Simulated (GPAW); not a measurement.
**AlNi: optical spectrum from first principles**

Aim: the dielectric function of AlNi, and the optical constants that follow from it. The cell comes from an older database entry, whose edges can differ from later determinations, mostly by under a per cent.

Calculated with GPAW 26.7.0; DFT, PBE, plane-wave PAW (GPAW data sets), scalar-relativistic, RPA, optical limit.

The database entry behind the starting cell differs from later determinations by our own check (about 0.2 % short), so it need not match the best structure at ambient conditions.

## Step 1: The starting structure

It takes space group Pm-3m (No. 221, cubic). Conventional cell: a = 2.881 Å, b = 2.881 Å, c = 2.881 Å, α = 90.00°, β = 90.00°, γ = 90.00°. Ni has 8 Al at 2.50 Å nearest. Al has 8 Ni at 2.50 Å nearest. Farther neighbours are not listed.

As a file:

```cif
data_structure
_symmetry_space_group_name_H-M 'Pm-3m'
_symmetry_Int_Tables_number 221
_cell_length_a 2.8810
_cell_length_b 2.8810
_cell_length_c 2.8810
_cell_angle_alpha 90.000
_cell_angle_beta 90.000
_cell_angle_gamma 90.000
_cell_volume 23.91
loop_
_atom_site_label
_atom_site_type_symbol
_atom_site_symmetry_multiplicity
_atom_site_Wyckoff_symbol
_atom_site_fract_x
_atom_site_fract_y
_atom_site_fract_z
_atom_site_occupancy
Ni1 Ni 1 b 0.50000 0.50000 0.50000 1
Al1 Al 1 a 0.00000 0.00000 0.00000 1
```

## Step 2: Bands for the response

The response needs many more empty bands than the density does.

This step: DFT, PBE, plane-wave PAW (GPAW data sets), scalar-relativistic, bands at fixed density (GPAW 26.7.0).

The input, nscf.py:

```python
from ase.dft.bandgap import bandgap
from gpaw import GPAW, FermiDirac

calc = GPAW('gs.gpw').fixed_density(kpts={'size': (15, 15, 15), 'gamma': True}, nbands=30, convergence={'bands': 24},
                                    occupations=FermiDirac(0.05), txt='nscf.txt')
print('gap (eV)', bandgap(calc, output=None)[0])
print('direct gap (eV)', bandgap(calc, direct=True, output=None)[0])
print('top band over the Fermi level (eV)', min(calc.get_eigenvalues(kpt=k)[23] for k in range(len(calc.get_ibz_k_points()))) - calc.get_fermi_level())
calc.write('full.gpw', mode='all')
```

Command:

```bash
> OMP_NUM_THREADS=1 python nscf.py
```

Numbers of over 12 decimals in the logs are rounded to 6 here.

Log:

```text
Diagonalizing LCAO Hamiltonian
Converting LCAO to pw mode
convergence criteria:
- Maximum integral of absolute [eigenst]ate change: 4e-08 eV^2 / valence electron
maximum number of iterations: 150

SCF iterations
|iter     |      energy | eigst |  dens |
|iter:   1||             | +2.50 |       |
|iter:   2||             | +0.54 |       |
|iter:   3||             | -0.85 |       |
|iter:   4||             | -2.65 |       |
|iter:   5||             | -3.67 |       |
|iter:   6||             | -4.75 |       |
|iter:   7||             | -5.68 |       |
|iter:   8||             | -6.42 |       |
|iter:   9||             | -7.18 |       |
|iter:  10||             | -7.83c|       |
SCF steps: 10
  __  _  _
 | _ |_)|_||  |
 |__||  | ||/\| - 26.7.0

Versions:
  Python: 3.12.14
  ASE:    3.29.0
  Numpy:  2.5.5
  Scipy:  1.18.1
  Libxc:  7.0.0

Input parameters:
  mode=PW(ecut=500.0),
  convergence={'bands': 24},
  gpts=array([15, 15, 15]),
  kpts=MonkhorstPack(size=(15, 15, 15), gamma=True),
  maxiter=150,
  nbands=30,
  occupations=Occupations(name='fermi-dirac', width=0.05, fixmagmom=False),
  parallel={},
  xc=XC(name='PBE')

--- standard output ---
gap (eV) 0.0
direct gap (eV) 0.0
top band over the Fermi level (eV) 24.779325
```

The job ended after 26 s (1 thread of Arm Neoverse V2, shared host; peak memory 0.18 GiB).

This run has no spin polarisation, although Ni can carry a moment.

## Step 3: Dielectric function, RPA

Local fields let the induced charge screen the field inside the cell, which as a rule lowers ε, most along directions where the density is uneven.

This step: DFT, PBE, plane-wave PAW (GPAW data sets), scalar-relativistic, RPA, optical limit (GPAW 26.7.0).

The input, df.py:

```python
from gpaw.response.df import DielectricFunction

df = DielectricFunction('full.gpw', frequencies={'type': 'nonlinear', 'domega0': 0.03, 'omega2': 8},
                        ecut=50,
                        eta=0.15,
                        nbands=24,
                        rate=0.05,
                        txt='df.txt')
for direction in ['x']:
    df.get_dielectric_function(xc='RPA', direction=direction, filename=f'df_{direction}.csv')
```

Command:

```bash
> OMP_NUM_THREADS=1 python df.py
```

Log:

```text
Using integrator: PointIntegrator
NonLinearFrequencyDescriptor(from 0.000 to 99.342 eV, 540 points)
Nonperiodic BCs:  [False False False]
Using integrator: PointIntegrator
NonLinearFrequencyDescriptor(from 0.000 to 99.342 eV, 540 points)
Nonperiodic BCs:  [False False False]
Using integrator: PointIntegrator

Calculating chi0 body with:
    Ground state adapter containing:
    Number of spins: 1
    Number of kpoints: 3375
    Number of irreducible kpoints: 120
    Number of completely occupied states: 8
    Number of partially occupied states: 10

    Linear response parametrization:
    q_c: [0.0, 0.0, 0.0]
    Number of frequency points: 540
    Planewave cutoff: 50.0
    Number of bands: 24
    Number of planewaves: 19
    Broadening (eta): 0.15

Integrating chi0 body.

Symmetries of q_c:
    Direct symmetries (Uq -> q): 48
    Indirect symmetries (TUq -> q): 0
In total 48 allowed symmetries.

120 groups of equivalent kpoints. 96.444444% reduction.

Integral kind: spectral function

Calculating chi0 optical extensions with:
    Ground state adapter containing:
    Number of spins: 1
    Number of kpoints: 3375
    Number of irreducible kpoints: 120
    Number of completely occupied states: 8
    Number of partially occupied states: 10

    Linear response parametrization:
    Number of frequency points: 540
    Planewave cutoff: 50.0
    Number of bands: 24
    Number of planewaves: 19
    Broadening (eta): 0.15
Integrating chi0 head and wings.

Symmetries of q_c:
    Direct symmetries (Uq -> q): 48
    Indirect symmetries (TUq -> q): 0
In total 48 allowed symmetries.

120 groups of equivalent kpoints. 96.444444% reduction.

Integral kind: spectral function wings

Calculating drude chi0 with:
    Number of frequency points:540
    Plasma frequency decay rate: 0.05 eV

    Ground state adapter containing:
    Number of spins: 1
    Number of kpoints: 3375
    Number of irreducible kpoints: 120
    Number of completely occupied states: 8
    Number of partially occupied states: 10

Symmetries of q_c:
    Direct symmetries (Uq -> q): 48
    Indirect symmetries (TUq -> q): 0
In total 48 allowed symmetries.

120 groups of equivalent kpoints. 96.444444% reduction.

Integral kind: intraband
Plasma frequency:
[[7.23-0.j 0.  +0.j 0.  +0.j]
 [0.  -0.j 7.23-0.j 0.  +0.j]
 [0.  +0.j 0.  +0.j 7.23-0.j]]
```

It took 5.6 s on 1 thread; peak memory 0.22 GiB.

Sum at mesh points, not converged in k. Im ε, E ∥ x against photon energy; read off at these points:

photon energy (eV), Im ε, E ∥ x and a bar:
```
     0.50         42 ##############################
     1.00          9 ######
     1.50          5 ###
     2.00          9 ######
     2.50         12 ########
     2.78         14 #########
     3.00          9 ######
     3.50          7 ####
     4.00          9 ######
     4.33         13 #########
     4.50         11 ########
     5.00          9 ######
     5.50          9 ######
     5.77         10 #######
     6.00          8 #####
     6.50          7 ####
     7.00          5 ###
     7.50          5 ###
     8.00          5 ###
     8.50          4 ##
     9.00          3 ##
     9.50          2 #
    10.00          2 #
    10.50          2 #
    11.00          2 #
    11.50          1 #
    12.00          1 
    12.50          1 
    13.00          1 
    13.50          1
```

Values under 1 per cm are given as 1; sum at mesh points, not converged in k. The absorption coefficient, E ∥ x by photon energy:

| photon energy (eV) | absorption coefficient, E ∥ x (1/cm) |
| --- | --- |
| 0.492 | 7.0e5 |
| 1.010 | 6.3e5 |
| 1.486 | 4.9e5 |
| 1.985 | 4.4e5 |
| 2.508 | 5.7e5 |
| 3.018 | 7.4e5 |
| 3.510 | 5.2e5 |
| 3.980 | 6.7e5 |
| 4.516 | 1.1e6 |
| 4.981 | 1.0e6 |
| 5.515 | 1.2e6 |
| 6.021 | 1.4e6 |
| 6.494 | 1.5e6 |
| 6.985 | 1.5e6 |
| 7.496 | 1.5e6 |
| 8.026 | 1.7e6 |
| 8.516 | 1.6e6 |
| 9.023 | 1.7e6 |
| 9.483 | 1.7e6 |
| 10.026 | 1.6e6 |
| 10.519 | 1.6e6 |
| 11.029 | 1.5e6 |
| 11.479 | 1.6e6 |
| 12.023 | 1.6e6 |
| 12.504 | 1.5e6 |
| 13.000 | 1.4e6 |
| 13.512 | 1.4e6 |

Sum at mesh points, not converged in k. Loss function −Im 1/ε at q → 0, E ∥ x against energy loss; read off at these points:

energy loss (eV), loss function −Im 1/ε at q → 0, E ∥ x and a bar:
```
     0.50      0.001 
     1.00      0.005 
     1.50      0.046 ##
     2.00      0.110 ######
     2.50      0.083 ####
     3.00      0.102 #####
     3.30      0.173 #########
     3.50      0.129 #######
     4.00      0.093 #####
     4.50      0.087 #####
     5.00      0.116 ######
     5.50      0.109 ######
     6.00      0.110 ######
     6.50      0.120 ######
     7.00      0.153 ########
     7.50      0.168 #########
     8.00      0.144 ########
     8.50      0.178 #########
     9.00      0.171 #########
     9.50      0.199 ###########
    10.00      0.235 #############
    10.50      0.254 ##############
    11.00      0.324 #################
    11.50      0.325 #################
    12.00      0.325 #################
    12.50      0.386 #####################
    13.00      0.492 ##########################
    13.50      0.563 ##############################
```

The reflectivity at normal incidence, E ∥ x has structure finer than the step of the table below, so its rows give means over 0.25 eV, whole bins alone (the curve runs from 0.305 to 14.0 eV). Peaks (eV: height): 2.898: 51.8, 4.516: 45.7, 6.875: 48.7, 8.269: 52.2, 9.088: 53.0, 12.342: 54.3.

Sum at mesh points, not converged in k. The reflectivity at normal incidence, E ∥ x by photon energy; means over each step:

| photon energy (eV) | reflectivity at normal incidence, E ∥ x (%) |
| --- | --- |
| 0.50 | 96.9 |
| 0.75 | 95.7 |
| 1.00 | 93.3 |
| 1.25 | 87.7 |
| 1.50 | 73.4 |
| 1.75 | 47.9 |
| 2.00 | 41.2 |
| 2.25 | 39.5 |
| 2.50 | 42.4 |
| 2.75 | 47.7 |
| 3.00 | 48.4 |
| 3.25 | 34.9 |
| 3.50 | 29.3 |
| 3.75 | 32.9 |
| 4.00 | 34.6 |
| 4.25 | 41.2 |
| 4.50 | 45.2 |
| 4.75 | 41.9 |
| 5.00 | 39.4 |
| 5.25 | 39.2 |
| 5.50 | 41.1 |
| 5.75 | 44.7 |
| 6.00 | 47.1 |
| 6.25 | 46.7 |
| 6.50 | 48.0 |
| 6.75 | 48.3 |
| 7.00 | 46.5 |
| 7.25 | 43.5 |
| 7.50 | 42.9 |
| 7.75 | 44.2 |
| 8.00 | 48.8 |
| 8.25 | 51.5 |
| 8.50 | 48.8 |
| 8.75 | 49.3 |
| 9.00 | 52.3 |
| 9.25 | 52.1 |
| 9.50 | 52.2 |
| 9.75 | 51.9 |
| 10.00 | 50.5 |
| 10.25 | 50.7 |
| 10.50 | 51.5 |
| 10.75 | 49.5 |
| 11.00 | 47.0 |
| 11.25 | 47.8 |
| 11.50 | 48.5 |
| 11.75 | 48.8 |
| 12.00 | 51.4 |
| 12.25 | 53.8 |
| 12.50 | 53.3 |
| 12.75 | 53.5 |
| 13.00 | 51.1 |
| 13.25 | 46.3 |
| 13.50 | 47.2 |
| 13.75 | 48.2 |

Sum at mesh points, not converged in k. Im ε, E ∥ x against photon energy; read off at these points:

| photon energy (eV) | without local fields | with local fields |
| --- | --- | --- |
| 0.500 | 42.1 | 42.1 |
| 0.750 | 15.4 | 15.3 |
| 1.000 | 8.67 | 8.66 |
| 1.250 | 6.61 | 6.61 |
| 1.500 | 5.43 | 5.42 |
| 1.750 | 7.70 | 7.67 |
| 2.000 | 9.15 | 9.08 |
| 2.250 | 10.3 | 10.2 |
| 2.500 | 11.8 | 11.7 |
| 2.750 | 13.6 | 13.5 |
| 3.000 | 8.70 | 8.63 |
| 3.250 | 6.04 | 5.98 |
| 3.500 | 6.65 | 6.55 |
| 3.750 | 8.34 | 8.22 |
| 4.000 | 8.92 | 8.81 |
| 4.250 | 12.5 | 12.3 |
| 4.334 | 12.8 | 12.6 |
| 4.500 | 11.4 | 11.4 |
| 4.750 | 8.80 | 8.84 |
| 5.000 | 8.68 | 8.65 |
| 5.250 | 8.53 | 8.54 |
| 5.500 | 9.15 | 9.17 |
| 5.750 | 10.1 | 10.0 |
| 6.000 | 8.35 | 8.27 |
| 6.250 | 7.77 | 7.75 |
| 6.500 | 6.99 | 6.93 |
| 6.750 | 6.34 | 6.13 |
| 7.000 | 5.31 | 5.07 |
| 7.250 | 5.42 | 5.19 |
| 7.500 | 5.34 | 5.12 |
| 7.750 | 5.54 | 5.36 |
| 8.000 | 5.01 | 5.03 |
| 8.250 | 4.04 | 4.04 |
| 8.500 | 3.65 | 3.61 |
| 8.750 | 3.69 | 3.69 |
| 9.000 | 3.09 | 3.11 |
| 9.250 | 2.70 | 2.70 |
| 9.500 | 2.48 | 2.49 |
| 9.750 | 2.19 | 2.17 |
| 10.000 | 2.10 | 2.11 |
| 10.250 | 1.93 | 1.94 |
| 10.500 | 1.74 | 1.73 |
| 10.750 | 1.66 | 1.62 |
| 11.000 | 1.63 | 1.61 |
| 11.250 | 1.59 | 1.57 |
| 11.500 | 1.48 | 1.47 |
| 11.750 | 1.38 | 1.37 |
| 12.000 | 1.24 | 1.25 |
| 12.250 | 1.05 | 1.04 |
| 12.500 | 0.937 | 0.920 |
| 12.750 | 0.828 | 0.818 |
| 13.000 | 0.771 | 0.760 |
| 13.250 | 0.813 | 0.808 |
| 13.500 | 0.780 | 0.788 |
| 13.750 | 0.703 | 0.704 |

Optical constants at common wavelengths, from n + ik = √ε:

| wavelength (nm) | n | k | R (%) | 1/α |
| --- | --- | --- | --- | --- |
| 1064 | 0.70 | 5.067 | 90.2 | 17 nm |
| 800 | 0.96 | 2.915 | 68.8 | 22 nm |
| 532 | 2.56 | 2.129 | 40.5 | 20 nm |
| 450 | 2.57 | 2.630 | 47.7 | 14 nm |
| 365 | 2.01 | 1.466 | 28.3 | 20 nm |
| 308 | 2.67 | 1.686 | 34.5 | 15 nm |
| 248 | 2.10 | 2.059 | 39.3 | 9.6 nm |

A polished face would reflect 40 % of daylight and look faintly violet (CIE x = 0.302, y = 0.308 under D65).

## Step 4: Summary of results

At this level (PBE, RPA) AlNi is a metal. The mesh is too coarse to trust the carriers' weight, the reflectivity or the colour to better than tens of per cent. A polished face would reflect 40 % of daylight and look faintly violet (CIE x = 0.302, y = 0.308 under D65). The carriers' damping of 0.05 eV is typed, not computed; it shapes the response at the lowest energies. The run has no spin polarisation; magnetic order or correlation, untested here, could change the spectrum. In this version of GPAW the matrix elements of the optical limit are incomplete, which can lower ε − 1 by up to a tenth where first-row anions or d states rule, and shift it by more in d metals. GPAW's carrier term has the form −ωp²/(ω + i·rate)², which damps like twice the rate and fails at low energy, so the curves leave the lowest energies out. The sum runs over mesh points 0.15 Å⁻¹ apart with no interpolation, so peaks are partly noise of the mesh, and the Drude plasma energy, a sum over the Fermi surface, isn't converged.

[Machine, clock and banner lines and Python warnings are left out of the logs.]

[Logs are printed without paths, hosts, clocks, repeated set-up lines and the standing remarks that a program may print on its own settings, such as how far it seeks lower states.]

[Hosts, paths, dates, database ids (printed as entryN), source tags and the programs' standing remarks are cut or masked in the printed files.]
